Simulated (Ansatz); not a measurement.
## From HSE06 to G0W0: SnO2 (Cassiterite)

Aim: the quasiparticle gap of SnO2 (Cassiterite), starting from HSE06.

Calculated with Ansatz 0.2.0; HSE06, then G0W0 on it, plane waves, PAW.

**Experimental background.**

- Gap 3.6 eV: experimental gap quoted from earlier work; bulk crystal (quoted in “Study on the Photocatalytic Properties of Flower-Shaped SnO2”, 2022, pmc:9565917).

## (1) The structure

Symmetry: P4_2/mnm, No. 136, tetragonal system. The conventional cell has a = 4.738 Å, b = 4.738 Å, c = 3.187 Å, α = 90.00°, β = 90.00°, γ = 90.00°. Nearest to Sn lie 6 O at 2.05 to 2.06 Å. Nearest to O lie 3 Sn at 2.05 to 2.06 Å. Farther neighbours and most contacts between anions are not listed.

The cell and positions come from the Crystallography Open Database and are kept as given unless a step says otherwise. The default PAW set here is soft_1. Its files were made with PBE.

## (2) The starting point: HSE06

HSE06 mixes in a quarter of exact exchange at short range.

This step: DFT, HSE06, plane waves, PAW.

input.yaml

```yaml
crystal:
  lattice:
    - [4.738, 0.0, 0.0]
    - [0.0, 4.738, 0.0]
    - [0.0, 0.0, 3.1865]
  atoms:
    - { symbol: Sn, position: [0.0, 0.0, 0.0] }
    - { symbol: Sn, position: [0.5, 0.5, 0.5] }
    - { symbol: O, position: [0.3071, 0.3071, 0.0] }
    - { symbol: O, position: [0.1929, 0.8071, 0.5] }
    - { symbol: O, position: [0.6929, 0.6929, 0.0] }
    - { symbol: O, position: [0.8071, 0.1929, 0.5] }
kpoints:
  mp_grid: { grid: [4, 4, 4] }
  band_path:
    path:
      - [0.0, 0.0, 0.0]
      - [0.0, 0.5, 0.0]
      - [0.5, 0.5, 0.0]
      - [0.0, 0.0, 0.5]
      - [0.0, 0.5, 0.5]
      - [0.5, 0.5, 0.5]
    npoints: 1
hamiltonian:
  xc: hse06
  pseudopotentials: { kind: paw, azcp: { folder: "./paw" } }
scf:
  occupations: { method: fixed }
  n_extra_bands: 6
output:
  eigenvalues: true
```

Run with:

```bash
ansatz run input.yaml --threads 3 --pin off --max-ram 92160MiB --backend cuda --events-out ev --progress --plain --runs-dir out --devices 1 --max-vram 13GiB
```

Numbers of over 12 decimals in the logs are rounded to 6 here.

The log of the run:

```text
scf.n_extra_bands = 6 over 26 filled bands (N_el = 52.0): the run solves 32 bands
GPUs: using 1 of 1 available (devices: 1).
Engine: ansatz 0.2.0, x86_64-unknown-linux-gnu
Pseudopotentials: kind: paw
Pseudopotential: Sn, paw, valence charge 14, recommended cutoff 420 eV (normal), <dir>
Pseudopotential: O, paw, valence charge 6, recommended cutoff 420 eV (normal), <dir>
Functional definition: HSE06
  parameter a = 0.25
  parameter omega = 0.11/bohr
  exchange = pbe_x - a*pbe_x_sr(omega) + a*exact_x_sr(omega)
  correlation = pbe_c
davidson cushion auto → on  (no smearing: the cushion is to keep the highest requested band from converging to the state above it; pin scf.eigensolver.cushion to override)
device memory: the entry about to start is reckoned to put 0.8 GiB on a device that reports 53.0 GiB free (of which the cap on the GPU budget leaves the run 13.0 GiB)
GPU FFT provider: cuFFT
GPU libraries: cuBLAS 13.8.2, cuFFT 12.4.0, cuSOLVER 12.3.4
Crystal: 6 atoms, lattice volume = 71.533 Å³
Basis set: ecut = 420 eV, 1411 PW (Γ)
Bands: 32, of which v1, the nominal top of the filled ones, is band 26 counted from 1 (25 counted from 0)
Symmetry: 16 space group operations
Space group: P42/mnm (ITA 136), of the structure as read, at distance tolerance 4.2e-5 Å
k-points: 18 of 64
Non-local potential: Sn, projectors of the file, l = 0: 2, l = 1: 2, l = 2: 2, l = 3: 1
Non-local potential: O, projectors of the file, l = 0: 2, l = 1: 2, l = 2: 1
PAW form: soft (Blöchl's): semilocal exchange-correlation on the pseudo side does not see the compensation charge
PAW frozen core: Sn, regenerated for the run's functional, and the local potential with it (the file was generated under x = pbe(κ = 0.804, μ = 0.219515), c = pbe(β = 0.066725))
PAW frozen core: O, regenerated for the run's functional, and the local potential with it (the file was generated under x = pbe(κ = 0.804, μ = 0.219515), c = pbe(β = 0.066725))
PAW one-centre angular grid: Sn, 590 points (default); XC on 64 Gauss nodes
PAW one-centre angular grid: O, 110 points (default); XC on 96 Gauss nodes
Initial density: superposition of atomic densities (chi_scale 0.1, normalization cell, long waves kept (reshape's long-wave potential 0.00 eV rms))
Initial wavefunctions: pseudopotential atomic-orbital guess
GPU buffer pool allocated for 24576 grid points (all kernels)
GPU transforms: local potential and band sums: pruned to the plane-wave sphere, on 32×32×24
Functional: x = pbe(κ = 0.804, μ = 0.219515), c = pbe(β = 0.066725), warm-up for x = pbe(κ = 0.804, μ = 0.219515) + 0.25 (exact − pbe) at short range (hse, ω = 0.207870 Å⁻¹), c = pbe(β = 0.066725); HSE06 as pw.x's `hse` composes it (authors' and Libxc's form: `xc: wpbeh`)
SCF iter   1: F=—  HF=-14318.814725 eV  |F-HF|=—  |Δ(HF+E_count)|=         —  Δρ=8.21e-2  dr2=3.79e0  ethr=1.00e-1  ⟨swp⟩=4.1  Hψ=1776  notcnv=0
preconditioner: auto → none  [insulator: Δε(μ)=1.750 eV  Ē_g=20.213 eV  n_scr=18 (ndim 8)  ℏωp=31.7 eV  f_vac=0.000]
SCF iter   2: F=—  HF=-14318.090300 eV  |F-HF|=—  |Δ(HF+E_count)|=   7.24e-1  Δρ=4.28e-2  dr2=5.58e-1  ethr=7.29e-3  ⟨swp⟩=3.6  Hψ=1554  notcnv=0  defer=2
SCF iter   3: F=—  HF=-14318.019975 eV  |F-HF|=—  |Δ(HF+E_count)|=   7.03e-2  Δρ=1.44e-2  dr2=1.04e-1  ethr=1.07e-3  ⟨swp⟩=3.1  Hψ=1529  notcnv=0
SCF iter   4: F=—  HF=-14318.029803 eV  |F-HF|=—  |Δ(HF+E_count)|=   9.83e-3  Δρ=7.59e-3  dr2=2.44e-2  ethr=2.00e-4  ⟨swp⟩=2.8  Hψ=1319  notcnv=0
iter 5 solved again at ethr=2.12e-6 eV; its pass at ethr=4.69e-5 eV (dr2=1.10e-3 eV) is discarded
SCF iter   5: F=—  HF=-14318.030670 eV  |F-HF|=—  |Δ(HF+E_count)|=   8.68e-4  Δρ=1.57e-3  dr2=1.07e-3  ethr=2.12e-6  ⟨swp⟩=3.9  Hψ=2972  notcnv=0
SCF iter   6: F=-14318.030919 eV  HF=-14318.030926 eV  |F-HF|=7.47e-6  |Δ(HF+E_count)|=   2.56e-4  Δρ=2.50e-4  dr2=2.34e-5  ethr=2.06e-6  ⟨swp⟩=3.1  Hψ=1442  notcnv=0  defer=1
SCF 1 stopped early in 6 iterations: F = -14318.030919 eV  dr2 = 2.34e-5
  greatest PAW one-centre occupation: 0.996 electrons in one spin orbital (limit 2), on the Sn atom at site 1 (counted from 0), in its partial waves of l = 2
device memory: the entry about to start is reckoned to put 1.3 GiB (of the 1.4 GiB reckoned in all, the device holds 0.1 GiB already) on a device that reports 53.7 GiB free (of which the cap on the GPU budget leaves the run 12.9 GiB)
GPU FFT provider: cuFFT
GPU libraries: cuBLAS 13.8.2, cuFFT 12.4.0, cuSOLVER 12.3.4
Initial density: handed on by an earlier stage of this run
Initial wavefunctions: those handed on with the density
GPU buffer pool allocated for 24576 grid points (all kernels)
GPU transforms: local potential and band sums: pruned to the plane-wave sphere, on 32×32×24
Functional: x = pbe(κ = 0.804, μ = 0.219515) + 0.25 (exact − pbe) at short range (hse, ω = 0.207870 Å⁻¹), c = pbe(β = 0.066725); HSE06 as pw.x's `hse` composes it (authors' and Libxc's form: `xc: wpbeh`)
Exchange kernel: α = 0.2500, screened, ω = 0.2079 Å⁻¹, Wigner–Seitz truncation, v(0) = 1027.7282 eV·Å³, q-mesh 4×4×4, nearest image of the exchange supercell L = 12.75 Å, pair-density grid 30×30×20, without the augmentation charges, whose exchange is taken in its separable form by FFT convolution over the k-point mesh (sized by the pseudopotential files, 32×32×24 at the most), smooth part of the exact exchange by density-matrix convolution in up to 1.97 GiB of GPU memory as planned if the GPU has room (build and FFT work areas not counted)
Frozen-core exchange: fock
SCF iter   1: F=—  HF=-14325.688267 eV  |F-HF|=—  |Δ(HF+E_count)|=         —  Δρ=9.57e-3  dr2=4.47e-2  ethr=4.51e-7  ⟨swp⟩=8.3  Hψ=3332  notcnv=0
preconditioner: auto → none  [insulator: Δε(μ)=3.031 eV  Ē_g=22.468 eV  n_scr=18 (ndim 8)  ℏωp=31.7 eV  f_vac=0.027]
SCF iter   2: F=—  HF=-14325.673601 eV  |F-HF|=—  |Δ(HF+E_count)|=   1.47e-2  Δρ=2.55e-3  dr2=5.00e-3  ethr=4.51e-7  ⟨swp⟩=5.1  Hψ=2300  notcnv=0
SCF iter   3: F=—  HF=-14325.696314 eV  |F-HF|=—  |Δ(HF+E_count)|=   2.27e-2  Δρ=1.29e-3  dr2=9.50e-4  ethr=4.51e-7  ⟨swp⟩=5.3  Hψ=2473  notcnv=0  defer=2
SCF iter   4: F=—  HF=-14325.696012 eV  |F-HF|=—  |Δ(HF+E_count)|=   3.03e-4  Δρ=8.59e-5  dr2=3.31e-5  ethr=4.51e-7  ⟨swp⟩=3.1  Hψ=1768  notcnv=0
SCF iter   5: F=-14325.696245 eV  HF=-14325.696254 eV  |F-HF|=8.54e-6  |Δ(HF+E_count)|=   2.42e-4  Δρ=1.37e-4  dr2=1.24e-5  ethr=3.80e-9  ⟨swp⟩=6.4  Hψ=2544  notcnv=0  defer=7
SCF 2 stopped early in 5 iterations: F = -14325.696245 eV  dr2 = 1.24e-5
  greatest PAW one-centre occupation: 0.996 electrons in one spin orbital (limit 2), on the Sn atom at site 0 (counted from 0), in its partial waves of l = 2
hybrid outer 1: dexx = +2.499e-2 eV, tail = 1.26e-4 eV
GPU FFT provider: cuFFT
GPU libraries: cuBLAS 13.8.2, cuFFT 12.4.0, cuSOLVER 12.3.4
GPU buffer pool allocated for 24576 grid points (all kernels)
GPU transforms: local potential and band sums: pruned to the plane-wave sphere, on 32×32×24
Exchange kernel: α = 0.2500, screened, ω = 0.2079 Å⁻¹, Wigner–Seitz truncation, v(0) = 1027.7282 eV·Å³, q-mesh 4×4×4, nearest image of the exchange supercell L = 12.75 Å, pair-density grid 30×30×20, without the augmentation charges, whose exchange is taken in its separable form by FFT convolution over the k-point mesh (sized by the pseudopotential files, 32×32×24 at the most), smooth part of the exact exchange by density-matrix convolution in up to 1.97 GiB of GPU memory as planned if the GPU has room (build and FFT work areas not counted)
Frozen-core exchange: fock
SCF iter   1: F=—  HF=-14325.695403 eV  |F-HF|=—  |Δ(HF+E_count)|=         —  Δρ=5.24e-5  dr2=1.32e-6  ethr=1.21e-6  ⟨swp⟩=3.6  Hψ=1374  notcnv=0
preconditioner: auto → none  [insulator: Δε(μ)=3.041 eV  Ē_g=22.502 eV  n_scr=18 (ndim 8)  ℏωp=31.7 eV  f_vac=0.035]
SCF iter   2: F=—  HF=-14325.695407 eV  |F-HF|=—  |Δ(HF+E_count)|=   4.13e-6  Δρ=2.37e-5  dr2=2.89e-7  ethr=1.69e-9  ⟨swp⟩=5.3  Hψ=2378  notcnv=0  defer=4
iter 3 solved again at ethr=3.11e-11 eV; its pass at ethr=4.62e-10 eV (dr2=1.62e-8 eV) is discarded
SCF iter   3: F=-14325.695407 eV  HF=-14325.695407 eV  |F-HF|=1.99e-9  |Δ(HF+E_count)|=   3.24e-8  Δρ=8.67e-6  dr2=2.55e-8  ethr=3.11e-11  ⟨swp⟩=3.9  Hψ=2922  notcnv=0
SCF 3 converged in 3 iterations: F = -14325.695407 eV  dr2 = 2.55e-8
hybrid outer 2: dexx = +2.586e-6 eV, tail = 1.09e-7 eV, Δε = 4.46e-3 eV (about 1.81e-4 eV left of the loop's levels)
device memory: the entry about to start is reckoned to put 0.4 GiB on a device that reports 69.3 GiB free (of which the cap on the GPU budget leaves the run 13.0 GiB)
NSCF: frozen V_eff on 6 k-points
hybrid SCF converged: 2 outer / 8 inner (+6 warm-up), last move |dexx| = 2.59e-6 eV, tail = 1.09e-7 eV
Stability not checked: this state was not tested for a lower state beside it, because the functional holds exact exchange (a hybrid, or Hartree-Fock), whose exchange loop this test does not read (fock_operator; see scf.lower_state_search)
Free energy (F): -14325.695407 eV
Frozen-core exchange: fock
Harris-Foulkes:  -14325.695407 eV  (|F-HF|=1.99e-9)
Internal energy: -14325.695407 eV  (E = F + TS)
E sigma→0 (E₀):  -14325.695407 eV
Fermi energy:    8.223238 eV
--- Per-component energies (eV) ---
  E_band       = -217.288968
  E_kinetic    = 1023.424820
  E_local      = -3158.577976  (includes V_loc(G=0)·N_el)
  E_nonlocal   = 491.081904
  E_hartree    = 1447.588895
  E_xc         = -430.137566
  E_vxc        = -418.889028  (∫ρ·V_xc dr)
  E_exx        = -152.405163  (= α·E_x^exact, valence–valence)
  E_paw        = -9364.233593  (= ΣΔE_a)
  E_vpaw       = -744.697830  (= ΣTr[D̂ρ^β])
  E_aug_tail   = 0.003939  (compensation charges beyond the density's cutoff)
  E_ewald      = -4182.851779
  E_core_change = 0.411113  (= ΣΔE_core)
  E_smearing   = -0.000000  (= −TS)
  E_closure    = -0.000000  (closes the sum)
  Σ components = -14325.695407   (vs F -14325.695407, Δ=0.00e0)
--- Band table (eV; the first three rows and the last of 18) ---
  k-point 0: bands = [... 22 lower, 7.2037, 7.5129, 7.5129, 8.2232, 11.2634, 16.4246, 16.4726, 16.4726, ... 2 higher]
  k-point 1: bands = [... 22 lower, 5.8753, 7.4275, 7.4275, 7.6896, 13.9429, 17.3821, 18.7124, 18.7124, ... 2 higher]
  k-point 2: bands = [... 22 lower, 6.4624, 6.4624, 6.8751, 6.8751, 16.6159, 16.6159, 20.0697, 20.0697, ... 2 higher]
  k-point 17: bands = [... 22 lower, 7.2581, 7.2581, 7.3193, 7.3193, 15.1395, 15.1395, 19.0695, 19.0695, ... 2 higher]
```

Run time: 35 s. Hardware: 1 × NVIDIA H100 80GB HBM3 (shared by 6 runs) with 3 threads of AMD EPYC 7R13 (Zen 3), shared host; peak memory 1.3 GiB; 17 s of CPU time.

The column dr2 measures how far the density is from self-consistency, as an energy; F and HF (Harris–Foulkes) agree once it is small.

Numbers from this step:

| Item | Value |
| --- | --- |
| gap | 3.040 eV |
| valence top at | Γ |
| conduction bottom at | Γ |
| least direct gap | 3.040 eV |
| exact-exchange fraction | 0.25 |

Over mesh and listed points the gap is 3.040 eV, direct, at k = Γ.

(Continued in part 2 of 2.)

[Paths, hosts, dates, memory and timing lines, banners, echoed tables and standing remarks are left out of the program output.]

[Logs are printed without paths, hosts, clocks, repeated set-up lines and the standing remarks that a program may print on its own settings, such as how far it seeks lower states.]

[Runs of the session that timed out or met a known fault of the program may be left out.]

[Cells called generated may have been cut or substituted from an entry of the Crystallography Open Database or the Materials Project.]

[Hosts, paths, dates, database ids (printed as entryN), source tags and the programs' standing remarks are cut or masked in the printed files.]

[Where an RPA ε∞ is given, it is that of the G0W0 mesh and is not shown converged in it. Names of k-points follow the symmetry that the program found, which can be lower than the space group named. Band edges on a path are those of the sampled points; other points can move an edge, and change direct to indirect where valleys lie close.]

[Hybrid gaps are those of their k-mesh and are not shown converged in it.]
